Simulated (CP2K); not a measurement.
Consider pyrazine at its PBE geometry (Å).

```xyz
10

C     1.1064   -0.7467    0.0406
C     1.1654    0.6503    0.0178
N     0.0595    1.4113   -0.0255
C    -1.1064    0.7467   -0.0406
C    -1.1654   -0.6503   -0.0178
N    -0.0595   -1.4113    0.0255
H     2.0170   -1.3502    0.0705
H     2.1263    1.1705    0.0353
H    -2.0170    1.3502   -0.0705
H    -2.1263   -1.1705   -0.0353
```

Method: CP2K XAS_TDP, all-electron GAPW, PBEh(45%), aug-cc-pVDZ, TDA, GW2X-corrected core level, no relativity.

Where do the C K-edge lines lie, and how strong are they?

Leading lines: C1 287.33 eV. The leading line of an atom is its first one with 35 % of the strongest within 2.5 eV of its lowest line over the strength cut. Core ionisation energies at this level: C1 293.14 eV.

The first six lines of each atom with a strength over 0.0015:

```csv
atom,energy (eV),states,"strength, one atom",above the computed threshold
"C1 (bonded to C, N and H), 4 alike",287.33,1,0.0511,
,289.07,1,0.0037,
,291.11,1,0.0123,
,292.18,1,0.0027,
,292.75,2,0.0067,
,293.34,1,0.0041,yes
```

Lines are vertical, at one geometry, with no vibrational structure. GW2X ionisation energies and lines can be off by 1 to 2 eV either way, and a good line position may hide errors that cancel. These values hold no scalar relativity, about 0.1 eV for C 1s. Rydberg lines, and the discretised continuum above threshold, depend on the basis and the box.

[Banner, clock and machine lines of the logs are left out without a mark of their own.]

[Logs are printed without paths, hosts, clocks, repeated set-up lines and the standing remarks that a program may print on its own settings, such as how far it seeks lower states.]

[Hosts, paths, dates, database ids (printed as entryN), source tags and the programs' standing remarks are cut or masked in the printed files.]
